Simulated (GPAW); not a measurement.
Consider La2O3 (P-3m1).

```
La O
1.0
     3.93078    0.00000    0.00000
    -1.96539    3.40415    0.00000
     0.00000    0.00000    6.11195
La O
2 3
Cartesian
  0.0000 2.2694 1.5050
  1.9654 1.1347 4.6070
  0.0000 0.0000 0.0000
  0.0000 2.2694 3.9477
  1.9654 1.1347 2.1643
```

Absorber: atom 4, with 3 La at 2.36 Å and 1 La at 2.44 Å (distorted tetrahedral, site symmetry 3m). Method: GPAW, LDA, full core hole (charged cell), 15-atom cell with 6.8 Å between holes, 4×4×4 k points, dipole transitions, Gaussian full width 0.9 eV up to 4 eV, rising linearly to 3.5 eV at 25 eV, without spin-orbit coupling.

Question: Predict the near-edge structure at the O K edge.

Main maxima up to 24 eV above the zero (height): 0.5 eV (1.43), 1.7 eV (1.83), 5.4 eV (2.76) and 11.9 eV (1.06). A K edge sees empty p states on the absorber. The total-energy difference plus the lowest empty eigenvalue puts the zero at 534.89 eV. One term is added: -8.83 eV, since the hole is spin-paired here and a spin-polarised one costs that much less in the free atom (computed apart). The photon energy is then 526.06 eV. The functional and the charged cell's background leave an error in such absolute values: in the free atom LDA prices this hole 4.1 eV below PBE (computed apart), and PBE is itself good to a few eV.

The O K spectrum (energy from the lowest empty level; intensity scaled to a mean of 1 over the first 20 eV; polarised curves are means over the symmetry-equivalent atoms):

| E (eV) | isotropic | ε ⊥ c | ε ∥ c |
| --- | --- | --- | --- |
| -2.0 | 0.00 | 0.00 | 0.00 |
| -1.0 | 0.01 | 0.01 | 0.00 |
| 0.0 | 0.83 | 0.81 | 0.87 |
| 1.0 | 1.36 | 1.10 | 1.88 |
| 2.0 | 1.64 | 1.51 | 1.89 |
| 3.0 | 1.15 | 1.06 | 1.33 |
| 4.0 | 1.16 | 1.12 | 1.23 |
| 5.0 | 2.42 | 2.80 | 1.66 |
| 6.0 | 1.75 | 2.06 | 1.12 |
| 7.0 | 0.64 | 0.68 | 0.56 |
| 8.0 | 0.41 | 0.29 | 0.66 |
| 9.0 | 0.49 | 0.46 | 0.55 |
| 10.0 | 0.77 | 0.80 | 0.71 |
| 11.0 | 0.94 | 0.89 | 1.05 |
| 12.0 | 1.06 | 0.96 | 1.25 |
| 13.0 | 0.89 | 0.78 | 1.11 |
| 14.0 | 0.75 | 0.68 | 0.91 |
| 15.0 | 0.71 | 0.75 | 0.63 |
| 16.0 | 0.69 | 0.82 | 0.45 |
| 17.0 | 0.69 | 0.82 | 0.42 |
| 18.0 | 0.68 | 0.79 | 0.45 |
| 19.0 | 0.69 | 0.78 | 0.52 |
| 20.0 | 0.71 | 0.73 | 0.69 |
| 21.0 | 0.74 | 0.65 | 0.93 |
| 22.0 | 0.77 | 0.60 | 1.11 |
| 23.0 | 0.80 | 0.62 | 1.16 |
| 24.0 | 0.84 | 0.71 | 1.10 |
| 25.0 | 0.89 | 0.83 | 1.01 |
| 26.0 | 0.92 | 0.93 | 0.92 |
| 27.0 | 0.93 | 0.99 | 0.82 |
| 28.0 | 0.94 | 1.04 | 0.74 |

The crystal has 2 inequivalent O sites and not all are shown here, while a measurement adds them all. The mesh is coarse (0.28 Å⁻¹ between points), so small maxima may be mesh ripples. The structure is a computed Materials Project entry and may be a hypothetical form.

[Banner, clock and machine lines of the logs are left out without a mark of their own.]

[Logs are printed without paths, hosts, clocks, repeated set-up lines and the standing remarks that a program may print on its own settings, such as how far it seeks lower states.]

[Hosts, paths, dates, database ids (printed as entryN), source tags and the programs' standing remarks are cut or masked in the printed files.]

[Lists of maxima count a maximum above −3 eV only where it reaches 4 % of the highest in the window and stands out from its surroundings by 2 % of it (1.5 % where it reaches 55 %); shoulders and weaker maxima are passed over, and of the rest the first, up to two pre-edge ones and the few strongest are named.]
